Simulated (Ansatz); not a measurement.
# Phonons of YHSe (P-6m2) against volume

Aim: how the phonons of YHSe (P-6m2) shift with volume, and the thermal expansion that follows.

Program: Ansatz 0.2.0. Level of theory: DFT LDA, scalar-relativistic, plane waves, PAW. Results are calculated unless marked as measured.

### Step 1. The structure

Symmetry: P-6m2, No. 187, hexagonal system. The conventional cell has a = 3.764 Å, b = 3.764 Å, c = 3.815 Å, α = 90.00°, β = 90.00°, γ = 120.00°. Y has 3 H at 2.17 Å and 6 Se at 2.89 Å nearest. H has 3 Y at 2.17 Å nearest. Nearest to Se lie 6 Y at 2.89 Å and 6 H at 2.89 Å. Farther neighbours and most contacts between anions are not listed.

### Step 2. Response at finite wavevector

The cell comes from relaxations at this level that are not shown. Stability and thermal properties need the whole zone. Linear response on a 3×3×4 q mesh gives force constants as far as a supercell of that size would, and the tensors from the zone-centre run are typed in so that the long-range dipole term is interpolated apart.

input.yaml

```yaml
crystal:
  lattice:
    - [3.7637355768, 0.0, 0.0]
    - [-1.8818677884, 3.2594906226, 0.0]
    - [0.0, 0.0, 3.8146043145]
  atoms:
    - { symbol: "Y", position: [0.0, 0.0, 0.0] }
    - { symbol: H, position: [0.3333333333, 0.6666666667, 0.0] }
    - { symbol: Se, position: [0.6666666667, 0.3333333333, 0.5] }
kpoints:
  mp_grid: { grid: [9, 9, 8] }
hamiltonian:
  xc: lda
scf:
  occupations: { method: fixed }
output:
  eigenvalues: true
phonons:
  method: dfpt
  qmesh: [3, 3, 4]
  temperatures: { t_max: 1000, t_step: 50 }
  qpath:
    path:
      - [[0.0, 0.0, 0.0], [0.5, 0.0, 0.0], [0.33333333, 0.33333333, 0.0], [0.0, 0.0, 0.0], [0.0, 0.0, 0.5], [0.5, 0.0, 0.5], [0.33333333, 0.33333333, 0.5], [0.0, 0.0, 0.5]]
      - [[0.5, 0.0, 0.5], [0.5, 0.0, 0.0]]
      - [[0.33333333, 0.33333333, 0.5], [0.33333333, 0.33333333, 0.0]]
    npoints: 10
  non_analytic_term:
    high_frequency_dielectric_tensor: [[9.3179, 0.0, 0.0], [0.0, 9.3179, 0.0], [0.0, 0.0, 9.1566]]
    born_effective_charges:
      - { species: "Y", tensor: [[3.018, 0.0, 0.0], [0.0, 3.018, 0.0], [0.0, 0.0, 3.0754]] }
      - { species: H, tensor: [[-1.333, 0.0, 0.0], [0.0, -1.333, 0.0], [0.0, 0.0, -0.5869]] }
      - { species: Se, tensor: [[-1.6849, 0.0, 0.0], [0.0, -1.6849, 0.0], [0.0, 0.0, -2.4885]] }
    source: "zone-centre run at this cell"
```

Command:

```
$ ansatz run input.yaml --threads 4 --pin off --max-ram 7168MiB --backend cpu --events-out ev --progress --plain --runs-dir out
```

Numbers of over 12 decimals in the logs are rounded to 6 here.

The log of the run:

```text
Warning: phonons: the dynamical matrix that this run interpolates holds no multipole term above the dipole-dipole one, and a site of this crystal is no centre of inversion, so its interpolated transverse optical and acoustic branches and sound speeds can stay off near Gamma, and the density of states and the thermodynamics with them. What a run solves at a wave vector of phonons.qpoints, Gamma apart, where the deck admits one, is free of this, and under fd what a larger phonons.supercell samples
Engine: ansatz 0.2.0, aarch64-unknown-linux-gnu
Pseudopotentials: kind: paw
Pseudopotential: Y, paw, valence charge 11, recommended cutoff 420 eV (normal), Y.paw.azcp
Pseudopotential: H, paw, valence charge 1, recommended cutoff 420 eV (normal), H.paw.azcp
Pseudopotential: Se, paw, valence charge 16, recommended cutoff 420 eV (normal), Se.paw.azcp
Functional definition: SPW92
  exchange = slater_x
  correlation = pw_c
Crystal: 3 atoms, lattice volume = 46.797 Å³
Basis set: ecut = 420 eV, 901 PW (Γ), exchange–correlation on 54×54×54 points (8 copies of the dense FFT grid, shifted against one another)
Bands: 18, of which v1, the nominal top of the filled ones, is band 14 counted from 1 (13 counted from 0)
Symmetry: 12 space group operations
k-points: 60 of 648 (time reversal used)
Non-local potential: Y, projectors of the file, l = 0: 3, l = 1: 2, l = 2: 2, l = 3: 1
Non-local potential: H, projectors of the file, l = 0: 2, l = 1: 1
Non-local potential: Se, projectors of the file, l = 0: 2, l = 1: 2, l = 2: 3, l = 3: 1
PAW form: soft (Blöchl's): semilocal exchange-correlation on the pseudo side does not see the compensation charge
PAW frozen core: Y, regenerated for the run's functional, and the local potential with it (the file was generated under x = pbe(κ = 0.804, μ = 0.219515), c = pbe(β = 0.066725))
PAW frozen core: Se, regenerated for the run's functional, and the local potential with it (the file was generated under x = pbe(κ = 0.804, μ = 0.219515), c = pbe(β = 0.066725))
PAW one-centre angular grid: Y, 590 points (default); XC on 64 Gauss nodes
PAW one-centre angular grid: H, 110 points (default); XC on 64 Gauss nodes
PAW one-centre angular grid: Se, 590 points (default); XC on 64 Gauss nodes
Initial density: superposition of atomic densities (neutral atoms: chi_scale 0, normalization atom), corrected by the library's trained network
Initial wavefunctions: pseudopotential atomic-orbital guess
Functional: x = slater, c = lda
SCF iter   1: F=—  HF=-9149.151885 eV  |F-HF|=—  |Δ(HF+E_count)|=         —  Δρ=9.23e-3  dr2=3.24e-2  ethr=1.77e-3  ⟨swp⟩=4.2  Hψ=4329  notcnv=0  defer=62
preconditioner: auto → none  [insulator: Δε(μ)=1.182 eV  Ē_g=8.899 eV  n_scr=8 (ndim 8)  ℏωp=17.2 eV  f_vac=0.000  ε∞_Penn≈4.7]
SCF iter   2: F=—  HF=-9149.141531 eV  |F-HF|=—  |Δ(HF+E_count)|=   1.04e-2  Δρ=3.27e-3  dr2=2.13e-3  ethr=1.16e-4  ⟨swp⟩=2.1  Hψ=1875  notcnv=0  defer=117
SCF iter   3: F=—  HF=-9149.141278 eV  |F-HF|=—  |Δ(HF+E_count)|=   2.52e-4  Δρ=1.33e-3  dr2=4.19e-4  ethr=7.62e-6  ⟨swp⟩=2.0  Hψ=1468  notcnv=0  defer=118
SCF iter   4: F=—  HF=-9149.141242 eV  |F-HF|=—  |Δ(HF+E_count)|=   3.65e-5  Δρ=4.16e-4  dr2=3.08e-5  ethr=1.50e-6  ⟨swp⟩=2.5  Hψ=1984  notcnv=0  defer=116
SCF iter   5: F=—  HF=-9149.141241 eV  |F-HF|=—  |Δ(HF+E_count)|=   1.26e-6  Δρ=3.58e-5  dr2=2.05e-7  ethr=1.10e-7  ⟨swp⟩=2.6  Hψ=1778  notcnv=0
SCF iter   6: F=—  HF=-9149.141240 eV  |F-HF|=—  |Δ(HF+E_count)|=   5.40e-7  Δρ=1.08e-5  dr2=1.59e-8  ethr=7.34e-10  ⟨swp⟩=2.6  Hψ=1819  notcnv=0
SCF iter   7: F=—  HF=-9149.141240 eV  |F-HF|=—  |Δ(HF+E_count)|=   2.68e-9  Δρ=8.07e-7  dr2=1.29e-10  ethr=5.67e-11  ⟨swp⟩=2.5  Hψ=1652  notcnv=0
SCF iter   8: F=-9149.141240 eV  HF=-9149.141240 eV  |F-HF|=0.00e0  |Δ(HF+E_count)|=  2.55e-11  Δρ=1.31e-7  dr2=2.80e-12  ethr=1.00e-12  ⟨swp⟩=6.7  Hψ=5529  notcnv=0
SCF 1 converged in 8 iterations: F = -9149.141240 eV  dr2 = 2.80e-12
  greatest PAW one-centre occupation: 1.000 electrons in one spin orbital (limit 2), on the Se atom at site 2 (counted from 0), in its partial waves of l = 2
NSCF: frozen V_eff on 60 k-points
NSCF: frozen V_eff on 125 k-points
DFPT response loops at q = (0, 0, 0) (fractional): preconditioner auto → none (the input reference at scf.mixing.eps_inf says where Resta's filter doesn't serve); β = 0.50; Broyden in place of MSR1
NSCF: frozen V_eff on 400 k-points
DFPT response loops at q = (0, 0, 0.25) (fractional): preconditioner auto → Resta (q_TF=auto, 2.504 Å⁻¹)  ε∞=6.8 (no band partly filled); β = 1.00, the filter's whole step (`scf.mixing.beta` (0.50) is not read by the response loops at its default; to damp them type it under 1.00, their step now; it binds the ground state too); Broyden in place of MSR1
NSCF: frozen V_eff on 250 k-points
DFPT response loops at q = (0, 0, -0.5) (fractional): mixed as the last ones told, above
NSCF: frozen V_eff on 450 k-points
DFPT response loops at q = (0, 0.333333, 0) (fractional): mixed as the last ones told, above
NSCF: frozen V_eff on 720 k-points
DFPT response loops at q = (0, 0.333333, 0.25) (fractional): mixed as the last ones told, above
NSCF: frozen V_eff on 450 k-points
DFPT response loops at q = (0, 0.333333, -0.5) (fractional): mixed as the last ones told, above
NSCF: frozen V_eff on 450 k-points
DFPT response loops at q = (0.333333, 0.333333, 0) (fractional): mixed as the last ones told, above
NSCF: frozen V_eff on 720 k-points
DFPT response loops at q = (0.333333, 0.333333, 0.25) (fractional): mixed as the last ones told, above
NSCF: frozen V_eff on 450 k-points
DFPT response loops at q = (0.333333, 0.333333, -0.5) (fractional): mixed as the last ones told, above
SCF converged after 8 iterations
Free energy (F): -9149.141240 eV
Harris-Foulkes:  -9149.141240 eV  (|F-HF|=0.00e0)
Internal energy: -9149.141240 eV  (E = F + TS)
E sigma→0 (E₀):  -9149.141240 eV
Fermi energy:    11.165319 eV
--- Per-component energies (eV) ---
  E_band       = -424.866090
  E_kinetic    = 443.175260
  E_local      = -2818.421740  (includes V_loc(G=0)·N_el)
  E_nonlocal   = -535.087470
  E_hartree    = 1320.710030
  E_xc         = -287.843386
  E_vxc        = -313.427044  (∫ρ·V_xc dr)
  E_paw        = -4551.222405  (= ΣΔE_a)
  E_vpaw       = 157.476713  (= ΣTr[D̂ρ^β])
  E_aug_tail   = -0.001837  (compensation charges beyond the density's cutoff)
  E_ewald      = -2722.996642
  E_core_change = 2.546948  (= ΣΔE_core)
  E_smearing   = -0.000000  (= −TS)
  E_closure    = 0.000000  (closes the sum)
  Σ components = -9149.141240   (vs F -9149.141240, Δ=0.00e0)
--- Band table (eV; the first three rows and the last of 60) ---
  k-point 0: bands = [... 10 lower, 7.4775, 9.4333, 9.4333, 9.4651, 12.4753, 15.1095, 15.1095, 15.2756]
  k-point 1: bands = [... 10 lower, 6.8649, 9.4988, 9.4988, 9.8999, 12.7510, 14.1725, 14.1725, 15.9684]
  k-point 2: bands = [... 10 lower, 5.8013, 9.6621, 9.6621, 10.5410, 13.3808, 13.3808, 13.5767, 15.8287]
  k-point 59: bands = [... 10 lower, 6.8370, 7.3613, 8.0331, 8.5816, 15.2707, 15.7005, 16.6010, 17.2374]
--- Phonons (Γ-DFPT): 6 representative perturbations + reference (Σ response iterations 18) ---
  ASR residual: 1.003e-4 → 0.000e0 eV/Å²; symmetrization residual: 5.231e-7 eV/Å²
  ASR residual per site (eV/Å²): 1.00e-4 6.37e-5 2.94e-5
  Γ frequencies (cm⁻¹): 0.00 0.00 0.00 196.64 196.64 216.01 705.50 1141.14 1141.14
--- Phonons (arbitrary-q DFPT): 9 irreducible q on the 3×3×4 mesh ---
  q = [0.0000, 0.0000, 0.0000] (star 1, of the zone-centre solve; hermiticity 1.16e-7, symmetrization 7.02e-13): -0.00 0.00 0.00 196.64 196.64 216.01 705.50 1141.14 1141.14
  q = [0.0000, 0.0000, 0.2500] (star 2, 6 solved perturbations in 888 linear systems a pass and spin channel, the states on 200 of 648 k-point pairs; hermiticity 7.26e-8, symmetrization 3.10e-12): 75.96 75.96 120.23 181.47 181.47 250.08 734.15 1154.31 1154.31
  q = [0.0000, 0.0000, -0.5000] (star 1, 6 solved perturbations in 555 linear systems a pass and spin channel, the states on 125 of 648 k-point pairs; hermiticity 5.62e-8, symmetrization 2.58e-12): 135.04 135.04 142.69 142.69 198.22 217.17 732.48 1166.80 1166.80
  q = [0.0000, 0.3333, 0.0000] (star 6, 9 solved perturbations on 225 of 648 k-point pairs; hermiticity 7.58e-8, symmetrization 3.65e-14): 100.30 112.26 156.41 187.23 197.27 225.63 713.66 1143.83 1221.14
  q = [0.0000, 0.3333, 0.2500] (star 12, 9 solved perturbations on 360 of 648 k-point pairs; hermiticity 8.50e-8, symmetrization 6.01e-14): 118.91 119.74 172.18 178.99 197.85 213.63 714.41 1150.64 1199.96
  q = [0.0000, 0.3333, -0.5000] (star 6, 9 solved perturbations on 225 of 648 k-point pairs; hermiticity 8.80e-8, symmetrization 1.07e-13): 136.15 153.46 154.80 158.48 208.13 210.80 716.11 1156.57 1183.84
  q = [0.3333, 0.3333, 0.0000] (star 2, 6 solved perturbations in 960 linear systems a pass and spin channel, the states on 225 of 648 k-point pairs; hermiticity 6.58e-8, symmetrization 9.75e-9): 149.87 158.50 167.82 170.73 207.73 209.01 722.86 1157.37 1180.04
  q = [0.3333, 0.3333, 0.2500] (star 4, 6 solved perturbations in 1536 linear systems a pass and spin channel, the states on 360 of 648 k-point pairs; hermiticity 6.96e-8, symmetrization 1.20e-8): 137.53 155.20 165.19 194.68 200.09 205.76 715.10 1158.82 1181.20
  q = [0.3333, 0.3333, -0.5000] (star 2, 6 solved perturbations in 960 linear systems a pass and spin channel, the states on 225 of 648 k-point pairs; hermiticity 1.24e-7, symmetrization 1.47e-9): 130.44 151.48 161.54 199.34 201.23 208.80 705.91 1159.44 1184.98
  sum rule: each row above includes the acoustic sum rule's correction from the zone centre's row sums; it moved no ω² by more than (4.15 cm⁻¹)²
  mesh force constants: q→R imaginary residual 0.00e0; ASR residual 1.003e-4 → 0.000e0 eV/Å²; symmetrization residual 5.329e-15 eV/Å²
  interpolated dispersion: 94 rows × 9 modes
  density of states and harmonic sums: on the 21×21×16 q-mesh, interpolated from the force constants of a 3×3×4 supercell (with the dipole–dipole term of supplied tensors)
  largest difference from the sums on the solved wave vectors: F 1.96e-2 eV, S 2.68e-5 and C_V 7.08e-6 eV/K
  zero-point energy: 0.251808 eV/cell   skipped modes (ω ≤ 0): 3   left out of the sums: 4.72e-5 of the cell's modes: C_V's classical limit lies that fraction below 3 k_B per atom; for a crystal, a wire or a layer, F and S can be off by more, and a phonons.interpolated_qmesh denser along its periods is the remedy for the sampling
```

Wall time 3.4 min (4 threads of Arm Neoverse V2, shared host); peak memory 1 GiB.

The column dr2 measures how far the density is from self-consistency, as an energy; F and HF (Harris–Foulkes) agree once it is small.

Numbers from this step:

```yaml
gap_on_the_k_mesh: 1.310 eV
volume_per_atom: 15.60 Å³
sum_rule_residual_before_enforcement: 1.00e-4 eV/Å²
lowest_frequency_on_the_path: 0 cm⁻¹
point_group: -6m2
highest_frequency_on_the_path_or_at_a_solved_wavevector: 1228 cm⁻¹
mean_frequency: 451.3 cm⁻¹
debye_temperature_second_moment: 1149 K
logarithmic_mean_frequency: 295.1 cm⁻¹
highest_optical_mode_at_the_zone_centre_no_lo_to_term: 1141 cm⁻¹
lowest_optical_zone_centre_mode: 196.6 cm⁻¹
lowest_mode_on_the_q_mesh_acoustic_modes_at_gamma_apart: 75.96 cm⁻¹
zero_point_energy_per_atom: 83.94 meV
heat_capacity_at_300_k: 17.49 J/(mol atoms K)
vibrational_entropy_at_300_k: 21.96 J/(mol atoms K)
edges_of_the_widest_gap_between_branches_on_path_and_mesh: 259.5, 705.5 cm⁻¹
```

Frequencies (cm⁻¹) solved at each irreducible wavevector; negative means imaginary. Frequencies by wavevector, by row:

| q in reciprocal lattice units | star | mode 1 | mode 2 | mode 3 | mode 4 | mode 5 | mode 6 | mode 7 | mode 8 | mode 9 |
| --- | --- | --- | --- | --- | --- | --- | --- | --- | --- | --- |
| 0 0 0 | 1 | 0 | 0 | 0 | 196.6 | 196.6 | 216 | 705.5 | 1141 | 1141 |
| 0 0 0.25 | 2 | 76 | 76 | 120.2 | 181.5 | 181.5 | 250.1 | 734.1 | 1154 | 1154 |
| 0 0 -0.5 | 1 | 135 | 135 | 142.7 | 142.7 | 198.2 | 217.2 | 732.5 | 1167 | 1167 |
| 0 0.3333 0 | 6 | 100.3 | 112.3 | 156.4 | 187.2 | 197.3 | 225.6 | 713.7 | 1144 | 1221 |
| 0 0.3333 0.25 | 12 | 118.9 | 119.7 | 172.2 | 179 | 197.8 | 213.6 | 714.4 | 1151 | 1200 |
| 0 0.3333 -0.5 | 6 | 136.2 | 153.5 | 154.8 | 158.5 | 208.1 | 210.8 | 716.1 | 1157 | 1184 |
| 0.3333 0.3333 0 | 2 | 149.9 | 158.5 | 167.8 | 170.7 | 207.7 | 209 | 722.9 | 1157 | 1180 |
| 0.3333 0.3333 0.25 | 4 | 137.5 | 155.2 | 165.2 | 194.7 | 200.1 | 205.8 | 715.1 | 1159 | 1181 |
| 0.3333 0.3333 -0.5 | 2 | 130.4 | 151.5 | 161.5 | 199.3 | 201.2 | 208.8 | 705.9 | 1159 | 1185 |

Symmetry leaves 9 wavevectors to solve. The lowest mode among them, the acoustic zeros apart, lies at q = (0, 0, 0.25) and is real, 76.0 cm⁻¹.

### Step 3. Relaxing at another volume, volume ratio 0.97

The volume is scaled by 0.97 and held, while shape and atoms relax as far as symmetry allows. The modes can then be followed against volume.

input.yaml

```yaml
crystal:
  lattice:
    - [3.7257154463, 0.0, 0.0]
    - [-1.8628577232, 3.2265642237, 0.0]
    - [0.0, 0.0, 3.7760703232]
  atoms:
    - { symbol: "Y", position: [0.0, 0.0, 0.0] }
    - { symbol: H, position: [0.3333333333, 0.6666666667, 0.0] }
    - { symbol: Se, position: [0.6666666667, 0.3333333333, 0.5] }
kpoints:
  mp_grid: { grid: [9, 9, 8] }
hamiltonian:
  xc: lda
scf:
  occupations: { method: fixed }
output:
  forces: true
  stress: true
  eigenvalues: true
relax:
  adjacent_minimum: "off"
  f_tol: 0.001
  max_steps: 60
  cell: { stress_tol: 0.01, fix: [volume] }
```

The log of the run:

```text
[...]
Crystal: 3 atoms, lattice volume = 45.393 Å³
Basis set: ecut = 420 eV, 889 PW (Γ)
Bands: 18, of which v1, the nominal top of the filled ones, is band 14 counted from 1 (13 counted from 0)
Symmetry: 12 space group operations
[...]
k-points: 60 of 648 (time reversal used)
[...]
F+E_penalty+E_count = -9149.12784678 eV   max|allowed force component| = 2.390e-17 eV/Å   (the final SCF, on the basis selected at the relaxed cell)
  cell:  # Å, volume = 45.3931 Å³
    - [3.725880, 2.8868771019239127e-11, 0.0]
    - [-1.862940, 3.226707, 0.0]
    - [0.0, 0.0, 3.775737]
  atoms:
    - { symbol: Y, position: [0, 0, 0.0] }
    - { symbol: H, position: [0.333333, 0.666667, 0.0] }
    - { symbol: Se, position: [0.666667, 0.333333, 0.5] }
[key lines of the parts left out:]
SCF converged after 5 iterations
Free energy (F): -9149.127847 eV
Fermi energy:    11.630267 eV
P = ⅓ Tr σ = 3.1381 GPa (31.381 kbar)
```

Run time: 4.5 s. Hardware: 4 threads; peak memory 0.4 GiB; 16 s of CPU time.

Little changed from the start: no atom moved by 0.005 Å and no cell edge by 0.1 %.

This step gave:

- pressure: 3.138 GPa
- gap on the k-mesh: 1.308 eV
- volume per atom: 15.13 Å³
- direct gap on mesh: 1.684 eV

(Continued in part 2 of 3.)

[Logs are printed without paths, hosts, clocks, repeated set-up lines and the standing remarks that a program may print on its own settings, such as how far it seeks lower states.]

[Hosts, paths, dates, database ids (printed as entryN), source tags and the programs' standing remarks are cut or masked in the printed files.]
